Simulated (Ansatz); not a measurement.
# HRu2C, from a guessed structure to a relaxed one, part 2 of 2

Starting from a made-up structure for HRu2C, the aim is the relaxed cell, its shortest contacts and, where a second run follows, its electronic structure.

Ansatz 0.2.0; DFT, PBE, plane-wave PAW, files of the set soft_1, scalar-relativistic, no spin, cell and ions relaxed at zero pressure; PAW set soft_1 (the session's first sound run).

So far: The structure; Relaxation of the guess. The relaxed cell has a = 3.126, c = 13.135 Å (conventional setting).

**3. Bands of the relaxed cell**

A second self-consistent run takes a narrower smearing and the mesh shown in its input; the bands follow along the standard path of the relaxed lattice.

This step: DFT, PBE, plane-wave PAW, files of the set soft_1, scalar-relativistic, no spin, bands and density of states at the relaxed cell; PAW set soft_1 (Ansatz 0.2.0).

File input.yaml:

```yaml
crystal:
  lattice:
    - [1.5630537495, 0.9024295032, 4.3783796456]
    - [-1.5630537495, 0.9024295032, 4.3783796456]
    - [0.0, -1.8048590059, 4.3783796457]
  atoms:
    - { symbol: Ru, position: [0.2449772361, 0.2449772361, 0.2449772361] }
    - { symbol: Ru, position: [0.7550227639, 0.7550227639, 0.7550227639] }
    - { symbol: C, position: [0.5, 0.5, 0.5] }
    - { symbol: H, position: [0.0, 0.0, 0.0] }
kpoints:
  mp_grid: { grid: [12, 12, 12] }
  band_path:
    path:
      - [[0.0, 0.0, 0.0], [0.5, 0.0, 0.0], [0.5, 0.19498766, -0.19498766]]
      - [[0.80501234, 0.5, 0.19498766], [0.5, 0.5, 0.5], [0.0, 0.0, 0.0], [0.34749383, 0.0, -0.34749383]]
      - [[0.65250617, 0.34749383, 0.0], [0.5, 0.5, 0.0], [0.65250617, 0.65250617, 0.19498766], [0.5, 0.5, 0.5]]
      - [[0.5, 0.0, 0.0], [0.80501234, 0.34749383, 0.34749383]]
    npoints: 8
scf:
  occupations: { method: fermi_dirac, width: 0.03 }
  n_extra_bands: 8
hamiltonian:
  xc: pbe
  pseudopotentials: { kind: paw, azcp: { folder: soft_1 } }
output:
  forces: true
  stress: true
  write_bands: true
  dos: { projected: true }
  write_density: true
  write_potential: true
  elf: true
  volumetric_format: npy
```

Command:

```
> ansatz run input.yaml --threads 4 --pin off --max-ram 10240MiB --backend cpu --events-out ev --progress --plain --runs-dir out
```

Numbers of over 12 decimals in the logs are rounded to 6 here.

The log of the run:

```text
[...]
Crystal: 4 atoms, lattice volume = 37.055 Å³
Basis set: ecut = 420 eV, 717 PW (Γ), FFT grids on a1−a2, a2, −a2+a3, exchange–correlation on 48×64×48 points (8 copies of the dense FFT grid, shifted against one another)
Bands: 27, of which v1, the nominal top of the filled ones, is band 19 counted from 1 (18 counted from 0)
Symmetry: 12 space group operations
[...]
k-points: 189 of 1728
[...]
SCF iter   1: F=—  HF=-12025.003492 eV  |F-HF|=—  |Δ(HF+E_count)|=         —  Δρ=1.39e-1  dr2=9.72e0  ethr=3.10e-3  ⟨swp⟩=5.6  Hψ=20482  notcnv=0
[...]
SCF iter   8: F=-12022.850857 eV  HF=-12022.850857 eV  |F-HF|=4.31e-9  |Δ(HF+E_count)|=   1.34e-8  Δρ=3.74e-6  dr2=6.15e-9  ethr=2.70e-10  ⟨swp⟩=12.8  Hψ=30545  notcnv=0
SCF 1 converged in 8 iterations: F = -12022.850857 eV  dr2 = 6.15e-9
[...]
NSCF: frozen V_eff on 76 k-points
SCF converged after 8 iterations
Free energy (F): -12022.850857 eV
[...]
Internal energy: -12022.842531 eV  (E = F + TS)
E sigma→0 (E₀):  -12022.846694 eV
Entropy (-TS):   -0.008326 eV (-2.081 meV/atom)
Fermi energy:    19.688812 eV
[...]
--- Forces (eV/Å), atoms counted from 1 ---
  atom   1  Ru     0.00000000    -0.00000000    -0.03170168
  atom   2  Ru     0.00000000     0.00000000     0.03170168
  atom   3  C      0.00000000     0.00000000     0.00000000
  atom   4  H      0.00000000    -0.00000000    -0.00000000
  max |Σ_I F_I| component: 1.39e-17 eV/Å
--- Stress (GPa, compression-positive) ---
       -0.023239      -0.000000      -0.000000
       -0.000000      -0.023239      -0.000000
       -0.000000      -0.000000      -0.089633
  P = ⅓ Tr σ = -0.0454 GPa (-0.454 kbar)
--- Band table (eV; the first three rows and the last of 189) ---
  k-point 0: bands = [... 15 lower, 18.0876, 18.4502, 18.4502, 20.1925, 20.1925, 22.0381, 24.1974, 24.1974, ... 4 higher]
  k-point 1: bands = [... 15 lower, 18.0542, 18.2146, 18.4763, 20.1300, 20.1427, 22.1468, 24.1224, 24.2539, ... 4 higher]
  k-point 2: bands = [... 15 lower, 17.5530, 18.1950, 18.5740, 19.9547, 20.1782, 22.3768, 23.9278, 24.3722, ... 4 higher]
  k-point 188: bands = [... 15 lower, 17.1883, 17.7919, 17.7919, 18.4991, 18.4991, 20.9284, 24.6829, 25.1684, ... 4 higher]
```

It took 3.9 s on 4 threads of Arm Neoverse V1, shared host; peak memory 0.43 GiB; 15 s of CPU time.

This step gave:

| Quantity | Value |
| --- | --- |
| free energy | -12022.8509 eV |
| energy at zero smearing | -12022.8467 eV |
| smearing term TS | 0.008326 eV |
| Fermi energy | 19.69 eV |
| pressure | -0.04537 GPa |

From bands.tsv, the bands that come nearest the Fermi level along the path, at its corners, in eV from the Fermi level:

| point | band 15 | band 16 | band 17 | band 18 | band 19 | band 20 | band 21 | band 22 |
| --- | --- | --- | --- | --- | --- | --- | --- | --- |
| Γ | -3.61 | -1.60 | -1.24 | -1.24 | 0.50 | 0.50 | 2.35 | 4.51 |
| L | -2.84 | -1.73 | -0.76 | -0.31 | -0.25 | 0.88 | 1.07 | 4.22 |
| B1 | -2.38 | -2.09 | -1.22 | -0.51 | 0.10 | 1.59 | 2.25 | 2.94 |
| B | -2.38 | -2.09 | -1.22 | -0.51 | 0.10 | 1.59 | 2.25 | 2.94 |
| Z | -2.79 | -2.50 | -1.90 | -1.90 | -1.19 | -1.19 | 1.24 | 4.99 |
| Γ | -3.61 | -1.60 | -1.24 | -1.24 | 0.50 | 0.50 | 2.35 | 4.51 |
| X | -2.57 | -1.93 | -1.32 | -0.29 | 0.00 | 1.66 | 2.33 | 3.10 |
| Q | -2.57 | -1.93 | -1.32 | -0.29 | 0.00 | 1.66 | 2.33 | 3.10 |
| F | -1.60 | -1.31 | -0.51 | -0.06 | 0.29 | 0.94 | 2.17 | 2.27 |
| P1 | -2.12 | -1.28 | -0.56 | 0.03 | 0.18 | 0.22 | 2.05 | 2.99 |
| Z | -2.79 | -2.50 | -1.90 | -1.90 | -1.19 | -1.19 | 1.24 | 4.99 |
| L | -2.84 | -1.73 | -0.76 | -0.31 | -0.25 | 0.88 | 1.07 | 4.22 |
| P | -2.12 | -1.28 | -0.56 | 0.03 | 0.18 | 0.22 | 2.05 | 2.99 |

Counts of states for the cell as run, both spins, by energy window (eV from the Fermi level):

```csv
from,to,total
-8,-7,1.23
-7,-6,2.02
-6,-5,3.54
-5,-4,1.65
-4,-3,1.86
-3,-2,1.93
-2,-1,2.69
-1,0,3.29
0,1,1.96
1,2,1.25
2,3,2.05
3,4,1.28
4,5,2.36
5,6,0.84
```

Below -8 eV lie 18.8 more states.

ELF in the ac plane of the conventional cell at fractional y = 0.000, with atoms of Ru and C and H within 0.2 Å of it. It is the smooth field of the valence electrons, not physical close to the nuclei.

Ten even steps from '_' (0.16) to '@' (0.93), each cell a mean:
```
%%##++::..__....____..--**%%
::..______..::::....____....
________....::::::..________
______..::--------::....____
====::....::--==--::..::--==
==++++==::..........::==++++
++++==--..__________..--==++
--::................__..::::
____________________________
....______..........____....
++++==--......::....::--++++
__::****==........::++**++::
--==**++--........::==****--
====--::....::::......::--==
____________......__________
________..............______
==--::..__........____..::--
++++++--..__________::==++++
++++==--::....::....::--++++
----::..::--======::....::--
______....::----::::..______
__________..::::::..________
==--..______......____..::--
@@@@**--............::==##@@
```
Columns run along a (3.1 Å), rows up along c (13.1 Å), edges of the conventional cell, whose origin can differ from the input's. Atoms in or near the plane, at fractional coordinates: Ru at (0.00, 0.24), Ru at (0.00, 0.76), C at (0.00, 0.50), H at (0.00, 0.00).

Valence density in the ac plane of the conventional cell at fractional y = 0.000, with atoms of Ru and C and H within 0.2 Å of it. It is the smooth field of the valence electrons, not physical close to the nuclei.

Ten steps, logarithmic in the rise over the least value, from '0' (0 e/Å³) to '9' (11 e/Å³), each cell a mean:
```
33211122111123
00012344332100
00012344432100
22222333332222
77643222233567
99864211135799
98753100124688
44321111111234
00001122211000
11112334332111
43333334333334
55543222223455
55443223233455
33223344432223
00012233321100
11111111111111
66532100012356
99864210124789
99864222235789
65433333333356
11122334332111
00012344432100
11112233321111
44211111111134
```
Columns run along a (3.1 Å), rows up along c (13.1 Å), edges of the conventional cell, whose origin can differ from the input's. Atoms in or near the plane, at fractional coordinates: Ru at (0.00, 0.24), Ru at (0.00, 0.76), C at (0.00, 0.50), H at (0.00, 0.00).

Electrostatic potential energy in the ac plane of the conventional cell at fractional y = 0.000, with atoms of Ru and C and H within 0.2 Å of it. With pseudopotentials it is smooth inside the atoms' cores, unlike the true potential.

Ten even steps from '_' (-62 eV) to '@' (21 eV), each cell a mean:
```
##%%@@@@@@@@@@@@@@@@@@@@@@%%
@@@@@@@@@@%%%%%%%%%%@@@@@@@@
@@@@@@@@@@%%%%%%%%%%@@@@@@@@
@@@@@@@@@@@@@@@@@@@@@@@@@@@@
--==++##@@@@@@@@@@@@%%##++==
____..==##@@@@@@@@%%**--____
__..--**%%@@@@@@@@@@##++::..
##%%%%@@@@@@@@@@@@@@@@@@%%##
@@@@@@@@@@@@@@@@@@@@@@@@@@@@
@@@@@@@@@@%%%%##%%%%@@@@@@@@
%%%%@@@@@@%%%%%%%%%%@@@@%%%%
::--++%%@@@@@@@@@@@@@@##==--
--==**%%@@@@@@@@@@@@@@%%**==
@@@@@@@@@@%%####%%%%@@@@@@@@
@@@@@@@@@@%%%%%%%%@@@@@@@@@@
@@@@@@@@@@@@@@@@@@@@@@@@@@@@
++**##%%@@@@@@@@@@@@@@%%**++
____..++##@@@@@@@@@@##--____
____..++%%@@@@@@@@@@##==..__
****##%%@@@@@@@@@@@@@@%%##**
@@@@@@@@@@@@%%%%@@@@@@@@@@@@
@@@@@@@@@@%%####%%%%@@@@@@@@
@@@@@@@@@@@@%%%%%%@@@@@@@@@@
++##@@@@@@@@@@@@@@@@@@@@%%**
```
Columns run along a (3.1 Å; values clipped at the 3rd and 97th percentile), rows up along c (13.1 Å), edges of the conventional cell, whose origin can differ from the input's. Atoms in or near the plane, at fractional coordinates: Ru at (0.00, 0.24), Ru at (0.00, 0.76), C at (0.00, 0.50), H at (0.00, 0.00).

**4. Results**

```
space group, relaxed : R-3m
conventional cell    : a = 3.126, b = 3.126, c = 13.135 Å; α = 90.0°, β = 90.0°, γ = 120.0°
volume per atom      : 9.26 Å³ (guess 8.31)
```

HRu2C relaxes to R-3m with a = 3.126, b = 3.126 and c = 13.135 Å. The guessed volume was 10 % too small. The space group R-3m was held in the relaxation, so the end point is a stationary structure within it and may be a saddle against distortions or other arrangements. Bands cross the Fermi level, so it is a metal or semimetal at this level. The electron count is odd, which forces that without spin polarisation or a larger cell. On the 12×12×12 mesh with the narrower smearing (relaxed on 11×11×11) the largest force component is 0.032 eV/Å and the largest stress component is 0.090 GPa, against the relaxation's thresholds of 0.015 eV/Å and 0.05 GPa. The cutoff wasn't tested. No dispersion term is used, so weakly bound directions may come out too long. The runs have no spin, and magnetism wasn't tested. Nothing here tests whether the compound is stable against decomposition.

[Logs are printed without paths, hosts, clocks, repeated set-up lines and the standing remarks that a program may print on its own settings, such as how far it seeks lower states.]

[Hosts, paths, dates, database ids (printed as entryN), source tags and the programs' standing remarks are cut or masked in the printed files.]
